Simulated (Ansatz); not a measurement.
# Li on W(110): change of the work function

Aim: the work function of W(110) at several coverages of Li (hollow site), and the dipole that each adsorbate carries.

Method: plane-wave DFT, PBE, Ansatz PAW, in Ansatz 0.2.0.

### Step 1. Set-up

The cell holds 4 atoms: 4 W. Cell: a = 2.737 Å, b = 2.737 Å, c = 24.703 Å, α = 90.0°, β = 90.0°, γ = 70.5°. Vacuum lies along c.

Structure file:

```cif
data_structure
_symmetry_space_group_name_H-M 'P 1'
_symmetry_Int_Tables_number 1
_cell_length_a 2.7366
_cell_length_b 2.7366
_cell_length_c 24.7034
_cell_angle_alpha 90.000
_cell_angle_beta 90.000
_cell_angle_gamma 70.529
_cell_volume 174.43
loop_
_atom_site_label
_atom_site_type_symbol
_atom_site_fract_x
_atom_site_fract_y
_atom_site_fract_z
_atom_site_occupancy
W1 W 0.00000 0.00000 0.36432 1
W2 W 0.50000 0.50000 0.45477 1
W3 W 0.00000 0.00000 0.54523 1
W4 W 0.50000 0.50000 0.63568 1
```

### Step 2. The clean slab

The bare slab comes first, as the zero from which every change is counted. The two lowest layers are held at bulk places and the upper ones relax. The dipole correction removes the false field that a one-sided slab makes across the periodic vacuum, so each face gets a flat vacuum level of its own.

File input.yaml:

```yaml
crystal:
  lattice:
    - [2.2344574285, -1.58, 0.0]
    - [2.2344574285, 1.58, 0.0]
    - [0.0, 0.0, 24.7033722856]
  atoms:
    - { symbol: W, position: [0.0, 0.0, 0.3643227287] }
    - { symbol: W, position: [0.5, 0.5, 0.4547742429] }
    - { symbol: W, position: [0.0, 0.0, 0.5452257571] }
    - { symbol: W, position: [0.5, 0.5, 0.6356772713] }
kpoints:
  mp_grid: { grid: [12, 12, 1] }
hamiltonian:
  xc: pbe
scf:
  occupations: { method: fermi_dirac, width: 0.1 }
  convergence: { dr2_threshold: 1.0e-08 }
efield:
  axis: 3
  dipole_correction: true
  ramp_position: 0.97
  ramp_width: 0.06
relax:
  f_tol: 0.02
  max_steps: 60
  constraints: [{ sites: [0, 1] }]
output:
  write_potential: true
  write_density: true
  volumetric_format: npy
```

Run with:

```sh
> ansatz run input.yaml --threads 4 --pin off --max-ram 6144MiB --backend cpu --events-out ev --progress --plain --runs-dir out
```

Numbers of over 12 decimals in the logs are rounded to 6 here.

The log of the run:

```text
Engine: ansatz 0.2.0, aarch64-unknown-linux-gnu
Pseudopotentials: kind: paw
Pseudopotential: W, paw, valence charge 14, recommended cutoff 420 eV (normal), W.paw.azcp
Functional definition: PBE
  parameter kappa = 0.804
  parameter beta = 0.066725
  exchange = pbe_x(kappa = kappa, mu = beta*pi^2/3)
  correlation = pbe_c(beta = beta)
Crystal: 4 atoms, lattice volume = 174.428 Å³
Basis set: ecut = 420 eV, 3461 PW (Γ), exchange–correlation on 40×40×360 points (8 copies of the dense FFT grid, shifted against one another)
Bands: 34, of which v1, the nominal top of the filled ones, is band 28 counted from 1 (27 counted from 0)
Symmetry: 4 space group operations
k-points: 43 of 144
Non-local potential: W, projectors of the file, l = 0: 3, l = 1: 2, l = 2: 2, l = 3: 1
PAW form: soft (Blöchl's): semilocal exchange-correlation on the pseudo side does not see the compensation charge
PAW one-centre angular grid: W, 590 points (default); XC on 64 Gauss nodes
Initial density: superposition of atomic densities (neutral atoms: chi_scale 0, normalization atom), corrected by the library's trained network
Initial wavefunctions: pseudopotential atomic-orbital guess
Functional: x = pbe(κ = 0.804, μ = 0.219515), c = pbe(β = 0.066725)
SCF iter   1: F=—  HF=-41536.547941 eV  |F-HF|=—  |Δ(HF+E_count)|=         —  Δρ=9.69e-3  dr2=1.99e0  ethr=1.77e-3  p=0.000 e·Å  D=4.83e-14 V/Å  ΔV_dip=-0.00 eV  dr2_dipole=2.75e-7  V_vac-E_F(+/−)=5.06/5.06 eV  ⟨swp⟩=7.9  Hψ=15776  notcnv=0  defer=16
efield: sawtooth ramp at fractional position 0.9700 (set: `efield.ramp_position`, or a place that a band, a saddle search or an elastic batch's reference lends), width 0.0600; the density the first Hamiltonian is built on has a dipole p = 0.000 e·Å; the dipole correction subtracts the counter field D = 4.83e-14 V/Å, which shifts the + side's vacuum level by -0.00 eV against the − side's; the planar-averaged density in the ramp window peaks in size at 1.1e-5 e/Å³
automatic band count: the SCF goes on with 40 bands, as 34 were too few: the levels above may hold too much charge
preconditioner: auto → LDOS  [metal: Δε(μ)=0.044 eV  Ē_g=6.098 eV  σ=0.100 eV  W_gap=0.11  n_scr=16 (ndim 8)  ℏωp=13.8 eV  f_vac=0.562  D(μ)=3.18/eV (n_scr^D=14)  β→1.0]
SCF iter   2: F=—  HF=-41536.463453 eV  |F-HF|=—  |Δ(HF+E_count)|=   8.45e-2  Δρ=3.80e-3  dr2=1.53e-1  ethr=1.77e-3  p=-0.000 e·Å  D=-1.41e-5 V/Å  ΔV_dip=0.00 eV  dr2_dipole=9.41e-8  V_vac-E_F(+/−)=4.91/4.91 eV  ⟨swp⟩=2.0  Hψ=2409  notcnv=0  defer=46
SCF iter   3: F=—  HF=-41536.454051 eV  |F-HF|=—  |Δ(HF+E_count)|=   9.40e-3  Δρ=7.33e-4  dr2=4.77e-3  ethr=2.73e-4  p=-0.000 e·Å  D=-5.84e-6 V/Å  ΔV_dip=0.00 eV  dr2_dipole=2.39e-8  V_vac-E_F(+/−)=4.90/4.90 eV  ⟨swp⟩=1.9  Hψ=2195  notcnv=0  defer=48
SCF iter   4: F=—  HF=-41536.453642 eV  |F-HF|=—  |Δ(HF+E_count)|=   4.09e-4  Δρ=2.26e-4  dr2=2.83e-4  ethr=8.51e-6  p=-0.000 e·Å  D=-2.80e-6 V/Å  ΔV_dip=0.00 eV  dr2_dipole=3.72e-9  V_vac-E_F(+/−)=4.90/4.90 eV  ⟨swp⟩=2.2  Hψ=2210  notcnv=0  defer=48
SCF iter   5: F=—  HF=-41536.453616 eV  |F-HF|=—  |Δ(HF+E_count)|=   2.57e-5  Δρ=8.21e-5  dr2=9.88e-6  ethr=5.05e-7  p=-0.000 e·Å  D=-1.58e-6 V/Å  ΔV_dip=0.00 eV  dr2_dipole=4.44e-10  V_vac-E_F(+/−)=4.90/4.90 eV  ⟨swp⟩=2.8  Hψ=2489  notcnv=0  defer=48
SCF iter   6: F=—  HF=-41536.453677 eV  |F-HF|=—  |Δ(HF+E_count)|=   6.09e-5  Δρ=1.85e-5  dr2=1.78e-6  ethr=1.76e-8  p=-0.000 e·Å  D=-3.96e-7 V/Å  ΔV_dip=0.00 eV  dr2_dipole=1.10e-14  V_vac-E_F(+/−)=4.90/4.90 eV  ⟨swp⟩=3.0  Hψ=2816  notcnv=0  defer=46
SCF iter   7: F=—  HF=-41536.453677 eV  |F-HF|=—  |Δ(HF+E_count)|=   1.78e-7  Δρ=5.89e-6  dr2=9.96e-8  ethr=3.18e-9  p=-0.000 e·Å  D=-1.01e-7 V/Å  ΔV_dip=0.00 eV  dr2_dipole=1.15e-12  V_vac-E_F(+/−)=4.90/4.90 eV  ⟨swp⟩=2.1  Hψ=2209  notcnv=0  defer=46
SCF iter   8: F=—  HF=-41536.453677 eV  |F-HF|=—  |Δ(HF+E_count)|=   1.72e-7  Δρ=2.09e-6  dr2=1.13e-8  ethr=1.79e-11  p=-0.000 e·Å  D=-5.65e-8 V/Å  ΔV_dip=0.00 eV  dr2_dipole=6.97e-14  V_vac-E_F(+/−)=4.90/4.90 eV  ⟨swp⟩=12.3  Hψ=12536  notcnv=0
SCF iter   9: F=-41536.453677 eV  HF=-41536.453677 eV  |F-HF|=2.90e-9  |Δ(HF+E_count)|=   2.45e-9  Δρ=6.34e-7  dr2=1.02e-9  ethr=1.79e-11  p=-0.000 e·Å  D=-1.55e-8 V/Å  ΔV_dip=0.00 eV  dr2_dipole=4.30e-15  V_vac-E_F(+/−)=4.90/4.90 eV  ⟨swp⟩=10.8  Hψ=10717  notcnv=0
SCF 1 converged in 9 iterations: F = -41536.453677 eV  dr2 = 1.02e-9
  greatest PAW one-centre occupation: 1.000 electrons in one spin orbital (limit 2), on the W atom at site 0 (counted from 0), in its partial waves of l = 0
relax step   1: F+E_penalty+E_count = -41536.45367728 eV  Δ(F+E_penalty+E_count) = +0.000e0 eV  max|allowed force component| = 6.535e-1 eV/Å  Δτ_max = 0.0000 Å  (9 SCF iters, accepted)
Bands: 40, of which v1, the nominal top of the filled ones, is band 28 counted from 1 (27 counted from 0)
Initial density: handed on by an earlier stage of this run
Initial wavefunctions: those handed on with the density
iter 1 solved again at ethr=9.58e-4 eV; its pass at ethr=3.10e-3 eV (dr2=5.36e-1 eV) is discarded
SCF iter   1: F=—  HF=-41536.451060 eV  |F-HF|=—  |Δ(HF+E_count)|=         —  Δρ=7.55e-3  dr2=5.51e-1  ethr=9.58e-4  p=-0.000 e·Å  D=-4.98e-7 V/Å  ΔV_dip=0.00 eV  dr2_dipole=8.25e-2  V_vac-E_F(+/−)=4.92/4.92 eV  ⟨swp⟩=1.6  Hψ=6453  notcnv=0  defer=49
efield: sawtooth ramp at fractional position 0.9700 (set: `efield.ramp_position`, or a place that a band, a saddle search or an elastic batch's reference lends), width 0.0600; the density the first Hamiltonian is built on has a dipole p = -0.000 e·Å; the dipole correction subtracts the counter field D = -4.98e-7 V/Å, which shifts the + side's vacuum level by +0.00 eV against the − side's; the planar-averaged density in the ramp window peaks in size at 4.2e-6 e/Å³
preconditioner: auto → LDOS  [metal: Δε(μ)=0.008 eV  Ē_g=6.108 eV  σ=0.100 eV  W_gap=0.02  n_scr=16 (ndim 8)  ℏωp=13.8 eV  f_vac=0.561  D(μ)=3.03/eV (n_scr^D=12)  β→1.0]
SCF iter   2: F=—  HF=-41536.439067 eV  |F-HF|=—  |Δ(HF+E_count)|=   1.20e-2  Δρ=5.12e-3  dr2=1.98e-1  ethr=9.58e-4  p=0.007 e·Å  D=7.37e-3 V/Å  ΔV_dip=-0.18 eV  dr2_dipole=2.51e-3  V_vac-E_F(+/−)=4.72/4.90 eV  ⟨swp⟩=2.7  Hψ=2768  notcnv=0  defer=49
SCF iter   3: F=—  HF=-41536.411540 eV  |F-HF|=—  |Δ(HF+E_count)|=   2.75e-2  Δρ=1.14e-3  dr2=8.39e-3  ethr=3.53e-4  p=0.005 e·Å  D=5.11e-3 V/Å  ΔV_dip=-0.13 eV  dr2_dipole=6.86e-5  V_vac-E_F(+/−)=4.79/4.91 eV  ⟨swp⟩=2.4  Hψ=2949  notcnv=0  defer=49
[...]
SCF iter   4: F=—  HF=-41536.466247 eV  |F-HF|=—  |Δ(HF+E_count)|=   1.02e-3  Δρ=1.79e-4  dr2=1.18e-4  ethr=9.14e-6  p=0.004 e·Å  D=3.68e-3 V/Å  ΔV_dip=-0.09 eV  dr2_dipole=5.74e-7  V_vac-E_F(+/−)=4.81/4.90 eV  ⟨swp⟩=2.5  Hψ=2483  notcnv=0  defer=49
SCF iter   5: F=—  HF=-41536.466260 eV  |F-HF|=—  |Δ(HF+E_count)|=   1.35e-5  Δρ=5.43e-5  dr2=8.97e-6  ethr=2.11e-7  p=0.003 e·Å  D=3.19e-3 V/Å  ΔV_dip=-0.08 eV  dr2_dipole=8.65e-7  V_vac-E_F(+/−)=4.82/4.90 eV  ⟨swp⟩=2.2  Hψ=2723  notcnv=0  defer=49
SCF iter   6: F=—  HF=-41536.466316 eV  |F-HF|=—  |Δ(HF+E_count)|=   5.58e-5  Δρ=1.68e-5  dr2=2.41e-6  ethr=1.60e-8  p=0.003 e·Å  D=2.93e-3 V/Å  ΔV_dip=-0.07 eV  dr2_dipole=2.53e-8  V_vac-E_F(+/−)=4.83/4.90 eV  ⟨swp⟩=2.8  Hψ=3011  notcnv=0  defer=49
SCF iter   7: F=—  HF=-41536.466316 eV  |F-HF|=—  |Δ(HF+E_count)|=   9.87e-8  Δρ=6.68e-6  dr2=1.22e-7  ethr=4.30e-9  p=0.003 e·Å  D=2.81e-3 V/Å  ΔV_dip=-0.07 eV  dr2_dipole=1.60e-9  V_vac-E_F(+/−)=4.83/4.90 eV  ⟨swp⟩=2.0  Hψ=2145  notcnv=0  defer=49
SCF iter   8: F=—  HF=-41536.466316 eV  |F-HF|=—  |Δ(HF+E_count)|=   1.35e-7  Δρ=2.67e-6  dr2=2.96e-8  ethr=2.18e-10  p=0.003 e·Å  D=2.77e-3 V/Å  ΔV_dip=-0.07 eV  dr2_dipole=8.00e-10  V_vac-E_F(+/−)=4.83/4.90 eV  ⟨swp⟩=3.0  Hψ=3071  notcnv=0  defer=49
SCF iter   9: F=-41536.466316 eV  HF=-41536.466316 eV  |F-HF|=3.74e-9  |Δ(HF+E_count)|=   1.98e-8  Δρ=7.34e-7  dr2=1.32e-9  ethr=1.79e-11  p=0.003 e·Å  D=2.76e-3 V/Å  ΔV_dip=-0.07 eV  dr2_dipole=5.96e-13  V_vac-E_F(+/−)=4.83/4.90 eV  ⟨swp⟩=11.1  Hψ=11214  notcnv=0
SCF 3 converged in 9 iterations: F = -41536.466316 eV  dr2 = 1.32e-9
relax step   3: F+E_penalty+E_count = -41536.46631625 eV  Δ(F+E_penalty+E_count) = -1.264e-2 eV  max|allowed force component| = 9.000e-2 eV/Å  Δτ_max = 0.0345 Å  (9 SCF iters, accepted)
SCF iter   1: F=—  HF=-41536.467006 eV  |F-HF|=—  |Δ(HF+E_count)|=         —  Δρ=7.95e-4  dr2=4.51e-3  ethr=1.73e-4  p=0.003 e·Å  D=2.76e-3 V/Å  ΔV_dip=-0.07 eV  dr2_dipole=5.29e-4  V_vac-E_F(+/−)=4.83/4.90 eV  ⟨swp⟩=2.1  Hψ=2956  notcnv=0  defer=49
efield: sawtooth ramp at fractional position 0.9700 (set: `efield.ramp_position`, or a place that a band, a saddle search or an elastic batch's reference lends), width 0.0600; the density the first Hamiltonian is built on has a dipole p = 0.003 e·Å; the dipole correction subtracts the counter field D = 2.76e-3 V/Å, which shifts the + side's vacuum level by -0.07 eV against the − side's; the planar-averaged density in the ramp window peaks in size at 2.5e-6 e/Å³
preconditioner: auto → LDOS  [metal: Δε(μ)=0.042 eV  Ē_g=6.069 eV  σ=0.100 eV  W_gap=0.10  n_scr=16 (ndim 8)  ℏωp=13.8 eV  f_vac=0.561  D(μ)=3.08/eV (n_scr^D=14)  β→1.0]
SCF iter   2: F=—  HF=-41536.466782 eV  |F-HF|=—  |Δ(HF+E_count)|=   2.25e-4  Δρ=3.58e-4  dr2=1.22e-3  ethr=8.05e-6  p=0.002 e·Å  D=2.05e-3 V/Å  ΔV_dip=-0.05 eV  dr2_dipole=4.65e-5  V_vac-E_F(+/−)=4.85/4.90 eV  ⟨swp⟩=2.0  Hψ=2582  notcnv=0  defer=49
SCF iter   3: F=—  HF=-41536.466693 eV  |F-HF|=—  |Δ(HF+E_count)|=   8.84e-5  Δρ=1.37e-4  dr2=1.44e-4  ethr=2.17e-6  p=0.002 e·Å  D=2.31e-3 V/Å  ΔV_dip=-0.06 eV  dr2_dipole=1.26e-5  V_vac-E_F(+/−)=4.84/4.90 eV  ⟨swp⟩=2.0  Hψ=2277  notcnv=0  defer=49
SCF iter   4: F=—  HF=-41536.466668 eV  |F-HF|=—  |Δ(HF+E_count)|=   2.55e-5  Δρ=3.26e-5  dr2=6.82e-6  ethr=2.57e-7  p=0.002 e·Å  D=2.20e-3 V/Å  ΔV_dip=-0.05 eV  dr2_dipole=8.20e-7  V_vac-E_F(+/−)=4.84/4.90 eV  ⟨swp⟩=3.4  Hψ=3097  notcnv=0  defer=49
SCF iter   5: F=—  HF=-41536.466723 eV  |F-HF|=—  |Δ(HF+E_count)|=   5.51e-5  Δρ=1.10e-5  dr2=2.53e-7  ethr=1.22e-8  p=0.002 e·Å  D=2.19e-3 V/Å  ΔV_dip=-0.05 eV  dr2_dipole=5.43e-9  V_vac-E_F(+/−)=4.84/4.90 eV  ⟨swp⟩=2.5  Hψ=2375  notcnv=0  defer=49
SCF iter   6: F=—  HF=-41536.466723 eV  |F-HF|=—  |Δ(HF+E_count)|=   2.64e-7  Δρ=4.53e-6  dr2=3.51e-8  ethr=4.52e-10  p=0.002 e·Å  D=2.20e-3 V/Å  ΔV_dip=-0.05 eV  dr2_dipole=1.68e-10  V_vac-E_F(+/−)=4.84/4.90 eV  ⟨swp⟩=2.8  Hψ=3016  notcnv=0  defer=49
SCF iter   7: F=-41536.466723 eV  HF=-41536.466723 eV  |F-HF|=5.69e-9  |Δ(HF+E_count)|=   7.88e-8  Δρ=1.73e-6  dr2=9.35e-9  ethr=1.79e-11  p=0.002 e·Å  D=2.20e-3 V/Å  ΔV_dip=-0.05 eV  dr2_dipole=1.03e-12  V_vac-E_F(+/−)=4.84/4.90 eV  ⟨swp⟩=11.5  Hψ=11409  notcnv=0
SCF 4 converged in 7 iterations: F = -41536.466723 eV  dr2 = 9.35e-9
relax step   4: F+E_penalty+E_count = -41536.46672319 eV  Δ(F+E_penalty+E_count) = -4.069e-4 eV  max|allowed force component| = 1.129e-2 eV/Å  Δτ_max = 0.0139 Å  (7 SCF iters, accepted)
NSCF: frozen V_eff on 43 k-points
the band table was solved once a step of the walk had ended and its energy, with any forces and stress, was formed, with the checks that follow a solve (9071 applications of the Hamiltonian). They found nothing against the state; the energy, forces and stress were not computed again (output.eigenvalues in the input reference)
WARN: The output density's exchange-correlation potential varies sharply where the density is thin. Do not read a vacuum level from v_tot or v_xc, or from such a field of the output density. On a cell that repeats whose density bears no net charge and no dipole along the vacuum's axis use v_es (v_loc + v_h of the components); under efield.dipole_correction with no amplitude use v_es + v_field, which holds any externa [...]
SCF converged after 7 iterations
Free energy (F): -41536.466723 eV
Harris-Foulkes:  -41536.466723 eV  (|F-HF|=5.69e-9)
Internal energy: -41536.366955 eV  (E = F + TS)
E sigma→0 (E₀):  -41536.416839 eV
Entropy (-TS):   -0.099768 eV (-24.942 meV/atom)
Fermi energy:    5.203880 eV
Dipole field:    D = 0.002197 V/Å  (p = 0.002118 e·Å, saw-weighted, corrected)
Work function:   Φ+ = 4.8447 eV   Φ− = 4.8989 eV
Levels:          The Fermi level and band energies are counted from a zero that moves with the ramp; work functions are not
--- Per-component energies (eV) ---
  E_band       = -1291.057248
  E_kinetic    = 1792.505388
  E_local      = -71121.558076  (includes V_loc(G=0)·N_el)
  E_nonlocal   = 4.576205
  E_hartree    = 34741.224890
  E_xc         = -1063.352008
  E_vxc        = -949.335306  (∫ρ·V_xc dr)
  E_paw        = -34249.938995  (= ΣΔE_a)
  E_vpaw       = -499.704010  (= ΣTr[D̂ρ^β])
  E_aug_tail   = -0.000235  (compensation charges beyond the density's cutoff)
  E_efield     = 0.000002  (sawtooth field / dipole correction)
  E_vefield    = -0.001025  (∫n·V_field dr)
  E_ewald      = 28360.175874
  E_smearing   = -0.099768  (= −TS)
  E_closure    = -0.000000  (closes the sum)
  Σ components = -41536.466723   (vs F -41536.466723, Δ=0.00e0)
--- Forces (eV/Å), atoms counted from 1 ---
  atom   1  W      0.00000000     0.00000000     0.36117714
  atom   2  W      0.00000000    -0.00000000    -0.34159757
  atom   3  W      0.00000000    -0.00000000    -0.00830034
  atom   4  W      0.00000000    -0.00000000    -0.01129449
  max |Σ_I F_I| component: 1.53e-5 eV/Å
--- Band table (eV; the first three rows and the last of 43) ---
  k-point 0: bands = [... 24 lower, 3.7540, 3.7892, 3.9762, 4.5401, 4.8127, 5.7605, 6.0199, 6.9297, ... 8 higher]
  k-point 1: bands = [... 24 lower, 3.5720, 3.7614, 4.1231, 4.4811, 4.8136, 5.3411, 6.2452, 6.7515, ... 8 higher]
  k-point 2: bands = [... 24 lower, 3.3977, 3.5331, 3.9616, 4.3822, 4.9156, 5.2947, 6.6226, 6.6532, ... 8 higher]
  k-point 42: bands = [... 24 lower, 3.7933, 5.7375, 5.8442, 6.2645, 6.3571, 6.8712, 7.2505, 8.8378, ... 8 higher]
--- Relaxed structure (4 steps of the walk, 3 accepted, 0 SCFs on fresh bases) ---
  F+E_penalty+E_count = -41536.46672319 eV   max|allowed force component| = 1.129e-2 eV/Å
  atoms:
    - { symbol: W, position: [0.0, 0.0, 0.3643227287] }
    - { symbol: W, position: [0.5, 0.5, 0.4547742429] }
    - { symbol: W, position: [-6.653931166577865e-19, 6.653931166577865e-19, 0.546759] }
    - { symbol: W, position: [0.5, 0.5, 0.635499] }
```

It took 29 s on 4 threads of Arm Neoverse V1, shared host; peak memory 0.58 GiB.

The steps of the relaxation:

```csv
step,energy less that of the first step (eV),largest force component (eV/Å)
1,0.0000,0.6535
2,0.0440,1.3654
3,-0.0126,0.0900
4,-0.0130,0.0113
```

Relaxation step 2 was tried and not accepted.

The run keeps the 4 symmetry operations that it works with, so distortions that break them were not tested.

The atoms that moved most (Å):

```csv
atom,dx,dy,dz,length
W3,0.000,0.000,0.038,0.038
```

Final coordinates:

```xyz
4
Lattice="2.2345 -1.5800 0.0000 2.2345 1.5800 0.0000 0.0000 0.0000 24.7034" Properties=species:S:1:pos:R:3
W     0.0000    0.0000    9.0000
W     2.2345    0.0000   11.2345
W     0.0000    0.0000   13.5068
W     2.2345    0.0000   15.6990
```

This step gave:

- energy at zero smearing: -41536.4168 eV
- work function, upper face: 4.845 eV
- work function, lower face: 4.899 eV
- dipole along the normal: 0.002118 e·Å
- step between the vacuum levels: -0.05428 eV

Running mean over 2.234 Å of the planar mean; the ramp of the sawtooth is left out. The electron's electrostatic potential energy less the Fermi level by z:

```csv
z (Å),electron's electrostatic potential energy less the Fermi level (eV)
3.5,4.90
4.0,4.90
4.5,4.90
5.0,4.89
5.5,4.86
6.0,4.75
6.5,4.41
7.0,3.30
7.5,-0.135
8.0,-5.75
8.5,-10.5
9.0,-12.2
9.5,-12.5
10.0,-12.6
10.5,-12.7
11.0,-12.7
11.5,-12.7
12.0,-12.5
12.5,-12.4
13.0,-12.6
13.5,-12.8
14.0,-13.0
14.5,-13.1
15.0,-12.9
15.5,-12.5
16.0,-11.5
16.5,-7.95
17.0,-2.27
17.5,2.24
18.0,4.06
18.5,4.61
19.0,4.78
19.5,4.82
20.0,4.84
20.5,4.84
21.0,4.84
21.5,4.84
```

The relaxation took 4 steps and lowered the energy by 0.013 eV; the largest force on the free atoms ends at 0.011 eV/Å.

The work function of the upper face is 4.84 eV.

(Continued in part 2 of 3.)

[Logs are printed without paths, hosts, clocks, repeated set-up lines and the standing remarks that a program may print on its own settings, such as how far it seeks lower states.]

[Hosts, paths, dates, database ids (printed as entryN), source tags and the programs' standing remarks are cut or masked in the printed files.]

[Maps of the electrostatic potential energy from Ansatz leave out the sawtooth potential of an applied field or a dipole correction, so their vacuum need not be flat; planar profiles and work functions include it.]
